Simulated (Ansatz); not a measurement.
# Y2SOF2 (built on the sites of a database entry of YSF): the cell at rest, part 2 of 2

Aim: bring Y2SOF2 (built on the sites of a database entry of YSF) to small forces and stress, as phonons need.

Ansatz 0.2.0; DFT PBEsol, scalar-relativistic, plane waves, PAW.

So far. Step 2 (A coarse first look): The coarse mesh shows a gap of 1.63 eV and a pressure of -11.1 GPa.

The structure was built from a prototype and need not be the compound's stable phase.

## 4. Bringing the structure to rest (continued)

Electrostatic potential energy in the ac plane at fractional y = 0.000, with atoms of Y and S and F within 0.2 Å of it. With pseudopotentials it is smooth inside the atoms' cores, unlike the true potential.

Ten even steps from '0' (-47 eV) to '9' (14 eV), each cell a mean:
```
12599999999842
45799888889974
99988765678899
99886422246899
99863100014789
99862000003789
99863000014789
99875210125889
99987654568899
99998877788999
99999998999999
99999988899999
99998755578999
99986433347999
99985345336899
99985344336899
99987433357999
99998765678999
99999998999999
99999999999999
99999999999999
78999999999997
23699999999853
12489999999731
```
Columns run along a (3.5 Å; values clipped at the 3rd and 97th percentile), rows up along c (7.1 Å). Atoms in or near the plane, at fractional coordinates: Y at (0.50, 0.75), S at (0.50, 0.36), F at (0.00, 0.00).

In this step the volume went from 14.21 to 14.21 Å³/atom.

## 5. Relaxing to small forces for the phonons

Phonons need a cell at rest on their own settings, so the relaxation is repeated with tight tolerances on forces and stress, using the mesh and the filling of the phonon run that follows.

input.yaml reads:

```yaml
crystal:
  lattice:
    - [3.4658102688, 0.0, 0.0]
    - [0.0, 3.4658102688, 0.0]
    - [0.0, 0.0, 7.097347017]
  atoms:
    - { symbol: "Y", position: [0.0, 0.5, 0.2023936005] }
    - { symbol: "Y", position: [0.5, 0.0, 0.7488161865] }
    - { symbol: O, position: [0.0, 0.5, 0.6949483177] }
    - { symbol: S, position: [0.5, 0.0, 0.3631004005] }
    - { symbol: F, position: [0.0, 0.0, -0.0046292526] }
    - { symbol: F, position: [0.5, 0.5, -0.0046292526] }
kpoints:
  mp_grid: { grid: [8, 8, 4] }
hamiltonian:
  xc: pbesol
scf:
  occupations: { method: fixed }
output:
  forces: true
  stress: true
  eigenvalues: true
  write_density: true
  write_potential: true
  elf: true
  volumetric_format: npy
relax:
  adjacent_minimum: "off"
  f_tol: 0.001
  max_steps: 60
  cell: { stress_tol: 0.01 }
```

Run with:

```console
ansatz run input.yaml --threads 8 --pin off --max-ram 14336MiB --backend cpu --events-out ev --progress --plain --runs-dir out
```

Numbers of over 12 decimals in the logs are rounded to 6 here.

The program printed:

```text
[...]
Crystal: 6 atoms, lattice volume = 85.252 Å³
Basis set: ecut = 420 eV, 1643 PW (Γ), exchange–correlation on 48×48×96 points (8 copies of the dense FFT grid, shifted against one another)
Bands: 30, of which v1, the nominal top of the filled ones, is band 24 counted from 1 (23 counted from 0)
Symmetry: 8 space group operations
[...]
k-points: 45 of 256 (time reversal used)
[...]
cell:  # Å, volume = 85.2637 Å³
    - [3.465196, 0.0, 0]
    - [0.0, 3.465196, 0.0]
    - [0, 0.0, 7.100823]
  atoms:
    - { symbol: Y, position: [0, 0.500000, 0.202274] }
    - { symbol: Y, position: [0.500000, 0.0, 0.748789] }
    - { symbol: O, position: [0, 0.500000, 0.695097] }
    - { symbol: S, position: [0.500000, 0.0, 0.363121] }
    - { symbol: F, position: [0, 0.0, -0.00464097] }
    - { symbol: F, position: [0.500000, 0.500000, -0.00464097] }
[key lines of the parts left out:]
SCF converged after 7 iterations
Free energy (F): -10648.314267 eV
Fermi energy:    9.481547 eV
P = ⅓ Tr σ = 0.0006 GPa (0.006 kbar)
```

The job ended after 11 s (8 threads of Arm Neoverse V2, shared host; peak memory 0.51 GiB; 79 s of CPU time).

Little changed from the start: no atom moved by 0.005 Å and no cell edge by 0.1 %.

Numbers from this step:

- pressure: 6.02e-4 GPa
- gap on the k-mesh: 1.844 eV
- direct gap on mesh: 1.844 eV

ELF in the ac plane at fractional y = 0.000, with atoms of Y and S and F within 0.2 Å of it. It is the smooth field of the valence electrons, not physical close to the nuclei.

Ten even steps from '0' (0.01) to '9' (0.88), each cell a mean:
```
68973000004897
89851001002689
76411467631146
21015899984012
00049988898300
00169964799400
00159986898400
00037999996200
00003578752000
00000122210000
00023455543100
00257899987410
01489999999741
12689876799852
13799610279963
14799610279973
13799865799863
12589988999742
00247888876410
00013456542100
44210011100124
88630000001468
88872000003788
57884000015887
```
Columns run along a (3.5 Å), rows up along c (7.1 Å). Atoms in or near the plane, at fractional coordinates: Y at (0.50, 0.75), S at (0.50, 0.36), F at (0.00, 0.00).

Electrostatic potential energy in the ac plane at fractional y = 0.000, with atoms of Y and S and F within 0.2 Å of it. With pseudopotentials it is smooth inside the atoms' cores, unlike the true potential.

Ten even steps from '0' (-47 eV) to '9' (14 eV), each cell a mean:
```
12599999999842
45799888889974
99988765678899
99886422246899
99863100014789
99862000003789
99863000014789
99875210125889
99987654568899
99998877788999
99999998999999
99999988899999
99998755578999
99986433347999
99985345336899
99985344336899
99987433357999
99998765678999
99999998999999
99999999999999
99999999999999
78999999999997
23699999999853
12489999999731
```
Columns run along a (3.5 Å; values clipped at the 3rd and 97th percentile), rows up along c (7.1 Å). Atoms in or near the plane, at fractional coordinates: Y at (0.50, 0.75), S at (0.50, 0.36), F at (0.00, 0.00).

Valence density in the ac plane at fractional y = 0.000, with atoms of Y and S and F within 0.2 Å of it. It is the smooth field of the valence electrons, not physical close to the nuclei.

Values in e/Å³, 24 rows by 14 columns, each cell a mean:
```
10  7  3  1  0  0  0  0  0  0  0  1  3  8
 4  3  1  0  0  0  0  0  0  0  0  1  1  3
 1  1  0  0  0  0  1  1  1  0  0  0  0  1
 0  0  0  0  1  1  2  2  2  1  1  0  0  0
 0  0  0  0  1  3  3  4  3  2  1  0  0  0
 0  0  0  1  2  3  4  3  4  3  1  0  0  0
 0  0  0  1  2  3  4  4  4  3  1  0  0  0
 0  0  0  0  1  2  3  3  3  2  1  0  0  0
 0  0  0  0  0  1  1  1  1  1  0  0  0  0
 0  0  0  0  0  0  0  0  0  0  0  0  0  0
 0  0  0  0  0  0  0  0  0  0  0  0  0  0
 0  0  0  0  0  0  1  1  0  0  0  0  0  0
 0  0  0  0  1  1  1  1  1  1  0  0  0  0
 0  0  0  0  1  1  1  1  1  1  1  0  0  0
 0  0  0  1  1  1  1  0  1  1  1  0  0  0
 0  0  0  1  1  1  1  0  1  1  1  1  0  0
 0  0  0  0  1  1  1  1  1  1  1  0  0  0
 0  0  0  0  1  1  1  1  1  1  0  0  0  0
 0  0  0  0  0  0  0  0  0  0  0  0  0  0
 0  0  0  0  0  0  0  0  0  0  0  0  0  0
 0  0  0  0  0  0  0  0  0  0  0  0  0  0
 1  1  1  0  0  0  0  0  0  0  0  0  1  1
 7  5  2  1  0  0  0  0  0  0  0  1  2  5
12  9  3  1  0  0  0  0  0  0  0  1  4 10
```
Columns run along a (3.5 Å), rows up along c (7.1 Å). Atoms in or near the plane, at fractional coordinates: Y at (0.50, 0.75), S at (0.50, 0.36), F at (0.00, 0.00).

The largest force component left is 0.096 meV/Å and the pressure is 0.001 GPa, within the tolerances set. The cell now holds 14.21 Å³/atom.

## 6. Results

| Property | Result |
| --- | --- |
| space group after relaxation (within 0.01 Å) | P4mm |
| lattice constant a | 3.465 Å |
| lattice constant b | 3.465 Å |
| lattice constant c | 7.101 Å |
| volume per atom | 14.2 Å³ |
| gap on the k-mesh | 1.84 eV |

The largest force component left is 0.096 meV/Å and the pressure is 0.001 GPa, within the tolerances set. The cell now holds 14.21 Å³/atom. The relaxation keeps the symmetry of its start, so it says nothing on stability against lower symmetry. The starting cell was built on a prototype and not taken from a measurement, so the phase need not exist.

[Logs are printed without paths, hosts, clocks, repeated set-up lines and the standing remarks that a program may print on its own settings, such as how far it seeks lower states.]

[Hosts, paths, dates, database ids (printed as entryN), source tags and the programs' standing remarks are cut or masked in the printed files.]
